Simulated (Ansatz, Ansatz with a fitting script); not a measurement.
# Al2O3 (Corundum): the order of polymorphs from LDA to RPA, part 2 of 2

Aim: the order of polymorphs of Al2O3 (Corundum) by density functionals and by RPA.

Ansatz 0.2.0; density functionals and EXX+RPA, plane waves.

So far. Step 8 (Energy RPA (polymorph R-3c)): Extrapolated from these cutoffs, the correlation energy is -8.28 eV per atom (fit error 0.02); such a limit moves with the range of cutoffs.

## 9. Energy Hartree-Fock on PAW files (polymorph R-3c)

Exact exchange on orbitals of the same functional is the other half of the RPA total energy; it is taken from PAW data, not from the files of the RPA run.

This step: Hartree-Fock energy on orbitals of LDA, plane waves, PAW.

The input, input.yaml:

```yaml
crystal:
  lattice:
    - [2.376146192, 1.3718686436, 4.3239347811]
    - [-2.376146192, 1.3718686436, 4.3239347811]
    - [0.0, -2.7437372872, 4.3239347811]
  atoms:
    - { symbol: Al, position: [0.3519541723, 0.3519541723, 0.3519541723] }
    - { symbol: Al, position: [0.1480458277, 0.1480458277, 0.1480458277] }
    - { symbol: Al, position: [0.6480458277, 0.6480458277, 0.6480458277] }
    - { symbol: Al, position: [0.8519541723, 0.8519541723, 0.8519541723] }
    - { symbol: O, position: [0.5564025971, 0.9435974029, 0.25] }
    - { symbol: O, position: [0.25, 0.5564025971, 0.9435974029] }
    - { symbol: O, position: [0.9435974029, 0.25, 0.5564025971] }
    - { symbol: O, position: [0.4435974029, 0.0564025971, 0.75] }
    - { symbol: O, position: [0.75, 0.4435974029, 0.0564025971] }
    - { symbol: O, position: [0.0564025971, 0.75, 0.4435974029] }
kpoints:
  mp_grid: { grid: [4, 4, 4] }
hamiltonian:
  xc: lda
  pseudopotentials: { kind: paw, source: ansatz, frozen_core: stored }
scf:
  occupations: { method: fixed }
  lower_state_search: "off"
  convergence: { dr2_threshold: 1.0e-09 }
output:
  embedding: [{ level: hf }]
basis:
  ecutwfc: 1000
```

The run is started by

```bash
> ansatz run input.yaml --threads 24 --pin off --max-ram 44236MiB --backend cpu --events-out ev --progress --plain --runs-dir out
```

Numbers of over 12 decimals in the logs are rounded to 6 here.

Log:

```text
Warning: <dir> the record states the generating functional pbe (its physics header spells it `PBE`), which answers neither for hamiltonian.xc's functional nor for the lda family's, and the run keeps its frozen core as the file was made (hamiltonian.pseudopotentials.frozen_core says where one is remade) — results may be inconsistent (PPs are generated against a specific XC)
[...]
Crystal: 10 atoms, lattice volume = 84.570 Å³
Basis set: ecut = 1000 eV, 6083 PW (Γ)
Bands: 50, of which v1, the nominal top of the filled ones, is band 40 counted from 1 (39 counted from 0)
Symmetry: 12 space group operations
[...]
k-points: 13 of 64
[...]
SCF iter   1: F=—  HF=-12975.675590 eV  |F-HF|=—  |Δ(HF+E_count)|=         —  Δρ=8.68e-2  dr2=4.19e0  ethr=3.10e-3  ⟨swp⟩=5.3  Hψ=2497  notcnv=0  defer=82
[...]
SCF iter   9: F=-12974.233458 eV  HF=-12974.233458 eV  |F-HF|=1.82e-12  |Δ(HF+E_count)|=  2.95e-10  Δρ=2.97e-7  dr2=3.49e-11  ethr=1.25e-12  ⟨swp⟩=14.5  Hψ=3092  notcnv=0
SCF 1 converged in 9 iterations: F = -12974.233458 eV  dr2 = 3.49e-11
[...]
Embedding: level 1/1
SCF converged after 9 iterations
Free energy (F): -12974.233458 eV
[...]
Internal energy: -12974.233458 eV  (E = F + TS)
E sigma→0 (E₀):  -12974.233458 eV
Fermi energy:    9.064008 eV
[...]
--- Band table (eV; the first three rows and the last of 13) ---
  k-point 0: bands = [... 36 lower, 8.5636, 9.0264, 9.0264, 9.0640, 15.3067, 18.0672, 19.6522, 20.4652, ... 6 higher]
  k-point 1: bands = [... 36 lower, 8.2874, 8.6135, 8.9137, 8.9517, 16.5375, 18.9815, 19.0585, 19.6652, ... 6 higher]
  k-point 2: bands = [... 36 lower, 8.1431, 8.1431, 8.7883, 8.7883, 18.4245, 18.4245, 18.6135, 18.6135, ... 6 higher]
  k-point 12: bands = [... 36 lower, 8.6831, 8.6831, 8.6831, 8.6831, 17.6791, 17.6791, 19.9400, 19.9400, ... 6 higher]
--- Embedding: other levels on nested regions, to first order at the run's own orbitals ---
  hf on the whole cell: 40 occupied orbitals
    hf − lda = -76.753059 eV: smooth +811.240734, one-centre +687.340055, exact exchange -1575.333848 eV
  E of the run      =    -12974.233458 eV
  E with the levels =    -13050.986517 eV; the forces and the stress are the run's own
```

Elapsed: 51 s, on 24 threads of Intel Xeon 6975P-C (Granite Rapids), shared host; peak memory 1.9 GiB; 14 min of CPU time.

This step gave:

- Hartree-Fock energy on these orbitals: -13050.9865 eV

## 10. All cells and rungs

The same runs were made at every cell; a script gathers them. RPA correlation comes from norm-conserving files. It is added to exact exchange from a separate PAW run with frozen cores, on orbitals of the same functional but not those of the RPA run. Both sets of files were made for PBE. One row takes the correlation at one cutoff for all cells, another carries it to the limit cell by cell, where the extrapolations scatter.

Cells, by row:

```tsv
polymorph	atoms	volume per formula unit (Å³)
R-3c (167)	10	42.28
R-3 (148)	10	44.35
```

Energy less that of the first cell; no zero-point or thermal terms; RPA differences under some 15 meV per formula unit don't settle the order. Ladder, by row:

```tsv
level	R-3c (167), meV per formula unit	R-3 (148), meV per formula unit	wall time, all cells (s)
LDA	0	408.8	1.36
r2SCAN	0	393.6	2.47
r2SCAN+rVV10	0	420.4	4.41
r2SCAN-D4	0	416.1	2.49
HSE06	0	353.2	10.58
HSE06-D3(BJ)	0	419.8	10.87
EXX (PAW, exact core-valence exchange)	0	401.7	-
EXX+RPA, exchange from PAW, correlation at one sphere-equivalent cutoff of 323 eV	0	398.8	1262
EXX+RPA, exchange from PAW, correlation extrapolated in each cell	0	397.5	1262
EXX+RPA on norm-conserving files alone at that cutoff, core-valence term dropped	0	398.1	1262
EXX+RPA on norm-conserving files alone at that cutoff, core-valence term semilocal	0	384	1262
RPA correlation	0	-2.9	1262
```

## 11. Summary of results

```json
{
 "LDA": "lowest: R-3c (167)",
 "r2SCAN": "lowest: R-3c (167)",
 "r2SCAN+rVV10": "lowest: R-3c (167)",
 "r2SCAN-D4": "lowest: R-3c (167)",
 "HSE06": "lowest: R-3c (167)",
 "HSE06-D3(BJ)": "lowest: R-3c (167)",
 "EXX+RPA, exchange from PAW, correlation at one sphere-equivalent cutoff of 323 eV": "lowest: R-3c (167)",
 "EXX+RPA, exchange from PAW, correlation extrapolated in each cell": "lowest: R-3c (167)",
 "RPA settings": "4×4×4 mesh, response cutoffs up to 340 eV"
}
```

Against the first cell the two RPA rows with exchange from PAW give R-3 (148) 398 to 399 meV per formula unit; neither is exact, since one cutoff truncates unlike cells unequally and the extrapolation scatters. RPA puts R-3c (167) lowest of the 2 forms run, which need not hold the ground state; LDA, r2SCAN, r2SCAN+rVV10, r2SCAN-D4, HSE06 and HSE06-D3(BJ) agree. Energies are for static lattices at cells relaxed by one functional; vibrations can shift such differences by some meV per atom. Each cell's own extrapolation carries a fit error of up to 17 meV per atom, and its limit still moves with the cutoffs, so totals aren't converged; only differences at equal settings are used. RPA is evaluated on semilocal orbitals, not self-consistently, on a coarse mesh. The cells differ in size and shape, so mesh and cutoff errors cancel only in part.

[Paths, hosts, dates, memory and timing lines, banners, echoed tables and standing remarks are left out of the program output.]

[Logs are printed without paths, hosts, clocks, repeated set-up lines and the standing remarks that a program may print on its own settings, such as how far it seeks lower states.]

[Runs of the session that timed out or met a known fault of the program may be left out.]

[Hosts, paths, dates, database ids (printed as entryN), source tags and the programs' standing remarks are cut or masked in the printed files.]
